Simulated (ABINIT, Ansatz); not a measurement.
# Quasiparticle gap of K2TaNbO6 (P4/mmm) in ABINIT, part 2 of 3

Aim: the G0W0 gap of K2TaNbO6 (P4/mmm) on LDA, step by step.

ABINIT 10.8.3; LDA and many-body steps on it, plane waves. Known limits of the many-body steps: not at the basis limit; no spin-orbit coupling; coarse k mesh.

So far. Step 2 (Ground state): The gap is indirect, with the least direct gap 0.47 eV higher.

## 3. Bands along the symmetry lines

Level of this step: DFT, LDA, plane waves, norm-conserving pseudopotentials (ABINIT).

Levels along a band path, at the cheap level, show where the edges lie and whether the meshes to come will hold them.

The input, run.abi:

```
acell 3*1.0 Angstrom
rprim 
  4.051501000000 0.000000000000 0.000000000000
  0.000000000000 4.051501000000 0.000000000000
  0.000000000000 0.000000000000 8.099891000000
ntypat 4
znucl 19 73 41 8
natom 10
typat 1 1 2 3 4 4 4 4 4 4
xred 
  0.500000000000 0.500000000000 0.251188000000
  0.500000000000 0.500000000000 0.748812000000
  0.000000000000 0.000000000000 0.000000000000
  0.000000000000 0.000000000000 0.500000000000
  0.000000000000 0.000000000000 0.247978000000
  0.000000000000 0.000000000000 0.752022000000
  0.000000000000 0.500000000000 0.000000000000
  0.500000000000 0.000000000000 0.000000000000
  0.000000000000 0.500000000000 0.500000000000
  0.500000000000 0.000000000000 0.500000000000
pp_dirpath "pseudos"
pseudos "K.upf, Ta.upf, Nb.upf, O.upf"
ecut 37
iscf -2
irdden 1
kptopt 0
nkpt 39
kpt 
  0.00000000 0.00000000 0.00000000
  0.00000000 0.12500000 0.00000000
  0.00000000 0.25000000 0.00000000
  0.00000000 0.37500000 0.00000000
  0.00000000 0.50000000 0.00000000
  0.12500000 0.50000000 0.00000000
  0.25000000 0.50000000 0.00000000
  0.37500000 0.50000000 0.00000000
  0.50000000 0.50000000 0.00000000
  0.37500000 0.37500000 0.00000000
  0.25000000 0.25000000 0.00000000
  0.12500000 0.12500000 0.00000000
  0.00000000 0.00000000 0.00000000
  0.00000000 0.00000000 0.12500000
  0.00000000 0.00000000 0.25000000
  0.00000000 0.00000000 0.37500000
  0.00000000 0.00000000 0.50000000
  0.00000000 0.12500000 0.50000000
  0.00000000 0.25000000 0.50000000
  0.00000000 0.37500000 0.50000000
  0.00000000 0.50000000 0.50000000
  0.12500000 0.50000000 0.50000000
  0.25000000 0.50000000 0.50000000
  0.37500000 0.50000000 0.50000000
  0.50000000 0.50000000 0.50000000
  0.37500000 0.37500000 0.50000000
  0.25000000 0.25000000 0.50000000
  0.12500000 0.12500000 0.50000000
  0.00000000 0.00000000 0.50000000
  0.00000000 0.50000000 0.00000000
  0.00000000 0.50000000 0.12500000
  0.00000000 0.50000000 0.25000000
  0.00000000 0.50000000 0.37500000
  0.00000000 0.50000000 0.50000000
  0.50000000 0.50000000 0.00000000
  0.50000000 0.50000000 0.12500000
  0.50000000 0.50000000 0.25000000
  0.50000000 0.50000000 0.37500000
  0.50000000 0.50000000 0.50000000
istwfk *1
nband 47
nbdbuf 2
tolwfr 1e-08
nstep 40
prtwf 0
prtvol 0
indata_prefix "in"
outdata_prefix "out"
tmpdata_prefix "tmp"
```

The run is started by

```console
OMP_NUM_THREADS=1 mpirun -n 4 abinit run.abi > log
```

Numbers of over 12 decimals in the logs are rounded to 6 here.

Output:

```text
.Version 10.8.3 of ABINIT. v10.8.2 released Aug 2026.

 Symmetries : space group P4/m m m (#123); Bravais tP (primitive tetrag.)
[... echo of the input left out ...]
== DATASET  1 ==================================================================
-   mpi_nproc: 4, omp_nthreads: 1 (-1 if OMP is not activated)

--- !DatasetInfo
iteration_state: {dtset: 1, }
dimensions: {natom: 10, nkpt: 39, mband: 47, nsppol: 1, nspinor: 1, nspden: 1, mpw: 9702, }
cutoff_energies: {ecut:  37.0, pawecutdg:  -1.0, }
electrons: {nelect:   8.00000000E+01, charge:   0.00000000E+00, occopt:   1.00000000E+00, tsmear:   1.00000000E-02, }

 Real(R)+Recip(G) space primitive vectors, cartesian coordinates (Bohr,Bohr^-1):
 R(1)=  7.6562273  0.0000000  0.0000000  G(1)=  0.1306126  0.0000000  0.0000000
 R(2)=  0.0000000  7.6562273  0.0000000  G(2)=  0.0000000  0.1306126  0.0000000
 R(3)=  0.0000000  0.0000000 15.3065756  G(3)=  0.0000000  0.0000000  0.0653314
 Unit cell volume ucvol=  8.9723804E+02 bohr^3
 Angles (23,13,12)=  9.00000000E+01  9.00000000E+01  9.00000000E+01 degrees

 getcut: wavevector=  0.0000  0.0000  0.0000  ngfft=  45  45  90
         ecut(hartree)=     37.000   => boxcut(ratio)=   2.09880

--- Pseudopotential description ------------------------------------------------
- K Generated using ONCVPSP code by D. R. Hamann
- 19.00000   9.00000  180309                  znucl, zion, pspdat
12 -1012 2 -1 2170                            pspcod,pspxc,lmax,lloc,mmax
     nproj     2     2     2     0
  pspatm : epsatm=    8.21740868
         --- l  ekb(1:nproj) -->
             0   10.940065    0.829722
             1    4.437415    0.568178
             2   -3.386874   -1.066382
 pspatm: atomic psp has been read  and splines computed

- Ta Generated using ONCVPSP code by D. R. Hamann
- 73.00000  13.00000  180309                  znucl, zion, pspdat
12 -1012 3 -1 1432                            pspcod,pspxc,lmax,lloc,mmax
     nproj     2     2     2     2
  pspatm : epsatm=   21.65286212
         --- l  ekb(1:nproj) -->
[...]
pspatm: atomic psp has been read  and splines computed

- Nb Generated using ONCVPSP code by D. R. Hamann
- 41.00000  13.00000  180309                  znucl, zion, pspdat
12 -1012 2 -1 1640                            pspcod,pspxc,lmax,lloc,mmax
     nproj     2     2     2     0
  pspatm : epsatm=   15.61732872
         --- l  ekb(1:nproj) -->
[...]
pspatm: atomic psp has been read  and splines computed

- O Generated using ONCVPSP code by D. R. Hamann
-  8.00000   6.00000  201201                  znucl, zion, pspdat
12 -1012 2 -1 926                             pspcod,pspxc,lmax,lloc,mmax
     nproj     2     2     1     0
  pspatm : epsatm=    6.27558587
         --- l  ekb(1:nproj) -->
[...]
2   -1.033686
 pspatm: atomic psp has been read  and splines computed

[...]
iteration_state: {dtset: 1, }
comment   : Summary of ground state results
lattice_vectors:
- [  7.6562273,   0.0000000,   0.0000000, ]
- [  0.0000000,   7.6562273,   0.0000000, ]
- [  0.0000000,   0.0000000,  15.3065756, ]
lattice_lengths: [   7.65623,    7.65623,   15.30658, ]
lattice_angles: [ 90.000,  90.000,  90.000, ] # degrees, (23, 13, 12)
lattice_volume:   8.9723804E+02
convergence: {deltae:  0.000E+00, res2:  0.000E+00, residm:  9.997E-09, diffor:  0.000E+00, }
etotal    :  -2.86907046E+02
entropy   :   0.00000000E+00
fermie    :   1.83010173E-01
cartesian_stress_tensor: null
pressure_GPa: null
xred      :
- [  5.0000E-01,   5.0000E-01,   2.5119E-01,  K]
- [  5.0000E-01,   5.0000E-01,   7.4881E-01,  K]
- [  0.0000E+00,   0.0000E+00,   0.0000E+00, Ta]
- [  0.0000E+00,   0.0000E+00,   5.0000E-01, Nb]
- [  0.0000E+00,   0.0000E+00,   2.4798E-01,  O]
- [  0.0000E+00,   0.0000E+00,   7.5202E-01,  O]
- [  0.0000E+00,   5.0000E-01,   0.0000E+00,  O]
- [  5.0000E-01,   0.0000E+00,   0.0000E+00,  O]
- [  0.0000E+00,   5.0000E-01,   5.0000E-01,  O]
- [  5.0000E-01,   0.0000E+00,   5.0000E-01,  O]
cartesian_forces: null
force_length_stats: {min: null, max: null, mean: null, }

 Integrated electronic density in atomic spheres:
 ------------------------------------------------
 Atom  Sphere_radius  Integrated_density
[...]
================================================================================

 ----iterations are completed or convergence reached----

 Mean square residual over all n,k,spin=   60.093E-10; max=  99.966E-10
 reduced coordinates (array xred) for   10 atoms
[...]
0.000000000000      0.500000000000      0.500000000000
       0.500000000000      0.000000000000      0.500000000000

 cartesian coordinates (angstrom) at end:
    1      2.025751     2.025751     2.034595
    2      2.025751     2.025751     6.065296
    3      0.000000     0.000000     0.000000
[...]
9      0.000000     2.025751     4.049945
   10      2.025751     0.000000     4.049945
 length scales=  1.889726125908  1.889726125908  1.889726125908 bohr
              =  1.000000000000  1.000000000000  1.000000000000 angstroms
 prteigrs : about to open file out_EIG
 Eigenvalues (hartree) for nkpt=  39  k points:
 kpt#   1, nband= 47, wtk=  1.00000, kpt=  0.0000  0.0000  0.0000 (reduced coord)
[...]
kpt#   2, nband= 47, wtk=  1.00000, kpt=  0.0000  0.1250  0.0000 (reduced coord)
[...]
kpt#   3, nband= 47, wtk=  1.00000, kpt=  0.0000  0.2500  0.0000 (reduced coord)
[...]
kpt#  38, nband= 47, wtk=  1.00000, kpt=  0.5000  0.5000  0.3750 (reduced coord)
[...]
0.33824    0.33824    0.36195    0.37927    0.37927    0.40333    0.46830
 kpt#  39, nband= 47, wtk=  1.00000, kpt=  0.5000  0.5000  0.5000 (reduced coord)
[...]
-0.00786    0.00040    0.02863    0.03367    0.04593    0.05450    0.05513    0.05513
   0.05641    0.05641    0.15910    0.15910    0.16343    0.16343    0.17720    0.18293
   0.33941    0.33941    0.36197    0.37692    0.37692    0.40333    0.48007

== END DATASET(S) ==============================================================
================================================================================

 -outvars: echo values of variables after computation  --------
            nband          47
             nkpt          39
          spgroup         123
 [... the other variables as echoed above ...]

 Calculation completed.
```

The job ended after 4.4 min (4 MPI ranks of Arm Neoverse N1, shared host; peak memory 0.6 GiB).

This step gave:

```
gap                        : 1.316 eV
k of the valence top       : 0.5, 0.5, 0
k of the conduction bottom : 0, 0, 0
least direct gap           : 1.783 eV
```

The gap is 1.316 eV, as in the run before at this level.

Electronic bands along the path, in eV, zero at the top of the highest filled band:

| point | band 37 | band 38 | band 39 | band 40 | band 41 | band 42 | band 43 | band 44 |
| --- | --- | --- | --- | --- | --- | --- | --- | --- |
| Γ | -0.93 | -0.72 | -0.70 | -0.70 | 1.32 | 1.57 | 1.57 | 2.09 |
| halfway | -1.27 | -0.87 | -0.86 | -0.57 | 1.63 | 2.67 | 2.92 | 3.47 |
| X | -1.41 | -0.92 | -0.92 | -0.10 | 1.69 | 3.81 | 4.05 | 4.36 |
| halfway | -0.66 | -0.59 | -0.50 | -0.08 | 2.99 | 4.07 | 4.23 | 4.90 |
| M | -0.16 | -0.06 | -0.06 | 0.00 | 4.08 | 4.08 | 4.87 | 5.69 |
| halfway | -0.87 | -0.70 | -0.66 | -0.48 | 2.88 | 3.02 | 3.36 | 4.24 |
| Γ | -0.93 | -0.72 | -0.70 | -0.70 | 1.32 | 1.57 | 1.57 | 2.09 |
| halfway | -0.94 | -0.94 | -0.76 | -0.76 | 1.32 | 2.01 | 2.01 | 2.08 |
| Z | -0.94 | -0.94 | -0.79 | -0.79 | 1.32 | 2.08 | 2.61 | 2.61 |
| halfway | -1.32 | -1.31 | -0.74 | -0.65 | 2.63 | 2.67 | 3.28 | 3.48 |
| R | -1.47 | -1.33 | -0.63 | -0.52 | 2.67 | 3.56 | 3.81 | 4.18 |
| halfway | -0.73 | -0.72 | -0.47 | -0.44 | 3.38 | 4.22 | 4.23 | 4.33 |
| A | -0.53 | -0.53 | -0.16 | 0.00 | 4.26 | 4.26 | 4.87 | 5.28 |
| halfway | -0.84 | -0.81 | -0.58 | -0.58 | 3.29 | 3.35 | 3.38 | 4.23 |
| Z | -0.94 | -0.94 | -0.79 | -0.79 | 1.32 | 2.08 | 2.61 | 2.61 |
| jump to X | -1.41 | -0.92 | -0.92 | -0.10 | 1.69 | 3.81 | 4.05 | 4.36 |
| halfway | -1.17 | -1.16 | -1.16 | -0.21 | 2.10 | 3.81 | 4.05 | 4.10 |
| R | -1.47 | -1.33 | -0.63 | -0.52 | 2.67 | 3.56 | 3.81 | 4.18 |
| jump to M | -0.16 | -0.06 | -0.06 | 0.00 | 4.08 | 4.08 | 4.87 | 5.69 |
| halfway | -0.20 | -0.20 | -0.16 | 0.00 | 4.16 | 4.16 | 4.87 | 5.49 |
| A | -0.53 | -0.53 | -0.16 | 0.00 | 4.26 | 4.26 | 4.87 | 5.28 |

## 4. Empty states on the mesh, 2×2×1 mesh, 280 bands

The sums over transitions need many empty states on a uniform mesh; this step solves for them.

The input, run.abi:

```
acell 3*1.0 Angstrom
rprim 
  4.051501000000 0.000000000000 0.000000000000
  0.000000000000 4.051501000000 0.000000000000
  0.000000000000 0.000000000000 8.099891000000
ntypat 4
znucl 19 73 41 8
natom 10
typat 1 1 2 3 4 4 4 4 4 4
xred 
  0.500000000000 0.500000000000 0.251188000000
  0.500000000000 0.500000000000 0.748812000000
  0.000000000000 0.000000000000 0.000000000000
  0.000000000000 0.000000000000 0.500000000000
  0.000000000000 0.000000000000 0.247978000000
  0.000000000000 0.000000000000 0.752022000000
  0.000000000000 0.500000000000 0.000000000000
  0.500000000000 0.000000000000 0.000000000000
  0.000000000000 0.500000000000 0.500000000000
  0.500000000000 0.000000000000 0.500000000000
pp_dirpath "pseudos"
pseudos "K.upf, Ta.upf, Nb.upf, O.upf"
ecut 37
ngkpt 2 2 1
nshiftk 1
shiftk 0 0 0
kptopt 1
chksymbreak 0
iscf -2
irdden 1
istwfk *1
nband 280
nbdbuf 24
tolwfr 1e-09
nstep 60
prtvol 0
indata_prefix "in"
outdata_prefix "out"
tmpdata_prefix "tmp"
```

Output:

```text
.Version 10.8.3 of ABINIT. v10.8.2 released Aug 2026.

 Symmetries : space group P4/m m m (#123); Bravais tP (primitive tetrag.)
[... echo of the input left out ...]
== DATASET  1 ==================================================================
-   mpi_nproc: 4, omp_nthreads: 1 (-1 if OMP is not activated)
-    --> not optimal distribution: autoparal keyword recommended in input file <--

--- !DatasetInfo
iteration_state: {dtset: 1, }
dimensions: {natom: 10, nkpt: 3, mband: 280, nsppol: 1, nspinor: 1, nspden: 1, mpw: 9640, }
cutoff_energies: {ecut:  37.0, pawecutdg:  -1.0, }
electrons: {nelect:   8.00000000E+01, charge:   0.00000000E+00, occopt:   1.00000000E+00, tsmear:   1.00000000E-02, }

 Real(R)+Recip(G) space primitive vectors, cartesian coordinates (Bohr,Bohr^-1):
 R(1)=  7.6562273  0.0000000  0.0000000  G(1)=  0.1306126  0.0000000  0.0000000
 R(2)=  0.0000000  7.6562273  0.0000000  G(2)=  0.0000000  0.1306126  0.0000000
 R(3)=  0.0000000  0.0000000 15.3065756  G(3)=  0.0000000  0.0000000  0.0653314
 Unit cell volume ucvol=  8.9723804E+02 bohr^3
 Angles (23,13,12)=  9.00000000E+01  9.00000000E+01  9.00000000E+01 degrees

 getcut: wavevector=  0.0000  0.0000  0.0000  ngfft=  45  45  90
         ecut(hartree)=     37.000   => boxcut(ratio)=   2.09880

--- Pseudopotential description ------------------------------------------------
- K Generated using ONCVPSP code by D. R. Hamann
- 19.00000   9.00000  180309                  znucl, zion, pspdat
12 -1012 2 -1 2170                            pspcod,pspxc,lmax,lloc,mmax
     nproj     2     2     2     0
  pspatm : epsatm=    8.21740868
         --- l  ekb(1:nproj) -->
             0   10.940065    0.829722
             1    4.437415    0.568178
             2   -3.386874   -1.066382
 pspatm: atomic psp has been read  and splines computed

- Ta Generated using ONCVPSP code by D. R. Hamann
- 73.00000  13.00000  180309                  znucl, zion, pspdat
12 -1012 3 -1 1432                            pspcod,pspxc,lmax,lloc,mmax
     nproj     2     2     2     2
  pspatm : epsatm=   21.65286212
         --- l  ekb(1:nproj) -->
[...]
pspatm: atomic psp has been read  and splines computed

- Nb Generated using ONCVPSP code by D. R. Hamann
- 41.00000  13.00000  180309                  znucl, zion, pspdat
12 -1012 2 -1 1640                            pspcod,pspxc,lmax,lloc,mmax
     nproj     2     2     2     0
  pspatm : epsatm=   15.61732872
         --- l  ekb(1:nproj) -->
[...]
pspatm: atomic psp has been read  and splines computed

- O Generated using ONCVPSP code by D. R. Hamann
-  8.00000   6.00000  201201                  znucl, zion, pspdat
12 -1012 2 -1 926                             pspcod,pspxc,lmax,lloc,mmax
     nproj     2     2     1     0
  pspatm : epsatm=    6.27558587
         --- l  ekb(1:nproj) -->
[...]
2   -1.033686
[...]
-2.3049E+00 -1.8387E+00 -1.0740E+00 -1.0718E+00 -1.0718E+00 -9.6175E-01
 -9.6063E-01 -9.6063E-01 -8.0912E-01 -8.0824E-01 -4.4125E-01 -4.3522E-01
 -4.1892E-01 -4.1770E-01 -4.1538E-01 -3.8758E-01 -2.1172E-01 -2.1172E-01
[...]
2.9340E+00  2.9340E+00  2.9402E+00  2.9491E+00  2.9498E+00  2.9602E+00
  2.9693E+00  2.9713E+00  3.0127E+00  3.0181E+00  3.0287E+00  3.0290E+00
  3.0315E+00  3.0397E+00  3.0463E+00  3.0506E+00
 prteigrs : prtvol=0 or 1, do not print more k-points.

--- !ResultsGS
iteration_state: {dtset: 1, }
comment   : Summary of ground state results
lattice_vectors:
- [  7.6562273,   0.0000000,   0.0000000, ]
- [  0.0000000,   7.6562273,   0.0000000, ]
- [  0.0000000,   0.0000000,  15.3065756, ]
lattice_lengths: [   7.65623,    7.65623,   15.30658, ]
lattice_angles: [ 90.000,  90.000,  90.000, ] # degrees, (23, 13, 12)
lattice_volume:   8.9723804E+02
convergence: {deltae:  0.000E+00, res2:  0.000E+00, residm:  9.871E-10, diffor:  0.000E+00, }
etotal    :  -2.86907046E+02
entropy   :   0.00000000E+00
fermie    :   1.83010173E-01
cartesian_stress_tensor: null
pressure_GPa: null
xred      :
- [  5.0000E-01,   5.0000E-01,   2.5119E-01,  K]
- [  5.0000E-01,   5.0000E-01,   7.4881E-01,  K]
- [  0.0000E+00,   0.0000E+00,   0.0000E+00, Ta]
- [  0.0000E+00,   0.0000E+00,   5.0000E-01, Nb]
- [  0.0000E+00,   0.0000E+00,   2.4798E-01,  O]
- [  0.0000E+00,   0.0000E+00,   7.5202E-01,  O]
- [  0.0000E+00,   5.0000E-01,   0.0000E+00,  O]
- [  5.0000E-01,   0.0000E+00,   0.0000E+00,  O]
- [  0.0000E+00,   5.0000E-01,   5.0000E-01,  O]
- [  5.0000E-01,   0.0000E+00,   5.0000E-01,  O]
cartesian_forces: null
force_length_stats: {min: null, max: null, mean: null, }

 Integrated electronic density in atomic spheres:
 ------------------------------------------------
 Atom  Sphere_radius  Integrated_density
[...]
================================================================================

 ----iterations are completed or convergence reached----

 Mean square residual over all n,k,spin=   43.426E-11; max=  98.715E-11
 reduced coordinates (array xred) for   10 atoms
[...]
0.000000000000      0.500000000000      0.500000000000
       0.500000000000      0.000000000000      0.500000000000

 cartesian coordinates (angstrom) at end:
    1      2.025751     2.025751     2.034595
    2      2.025751     2.025751     6.065296
[...]
9      0.000000     2.025751     4.049945
   10      2.025751     0.000000     4.049945
 length scales=  1.889726125908  1.889726125908  1.889726125908 bohr
              =  1.000000000000  1.000000000000  1.000000000000 angstroms
 prteigrs : about to open file out_EIG
 Eigenvalues (hartree) for nkpt=   3  k points:
 kpt#   1, nband=280, wtk=  0.25000, kpt=  0.0000  0.0000  0.0000 (reduced coord)
[...]
2.93397    2.93397    2.94022    2.94913    2.94980    2.96023    2.96926    2.97134
   3.01266    3.01811    3.02872    3.02905    3.03153    3.03973    3.04632    3.05062
 prteigrs : prtvol=0 or 1, do not print more k-points.

== END DATASET(S) ==============================================================
================================================================================

 -outvars: echo values of variables after computation  --------
            nband         280
             nkpt           3
          spgroup         123
 [... the other variables as echoed above ...]

 Calculation completed.
```

The job ended after 5.8 min (4 MPI ranks; peak memory 0.48 GiB; 23 min of CPU time).

This step gave:

```yaml
gap: 1.316 eV
k_of_the_valence_top: 0.5, 0.5, 0
k_of_the_conduction_bottom: 0, 0, 0
least_direct_gap: 1.783 eV
k_points_computed: 3
lowest_point_of_the_top_converged_band_above_the_valence_top: 72.9532 eV
```

On this mesh the gap is 1.316 eV.

(Part 2 of 3 ends here.)

[Paths, hosts, dates, memory and timing lines, banners, echoed tables and standing remarks are left out of the program output.]

[Logs are printed without paths, hosts, clocks, repeated set-up lines and the standing remarks that a program may print on its own settings, such as how far it seeks lower states.]

[Runs of the session that timed out or met a known fault of the program may be left out.]

[Hosts, paths, dates, database ids (printed as entryN), source tags and the programs' standing remarks are cut or masked in the printed files.]

[G0W0 gaps are taken among the corrected bands and points alone; a level outside them can change the order at an edge.]

[Where Ansatz stands beside ABINIT at settings called matched, ABINIT's density can come from a denser mesh and the files from another edition; pairs whose starting gaps differed by over 0.03 eV were left out, so agreement reads better than it is.]
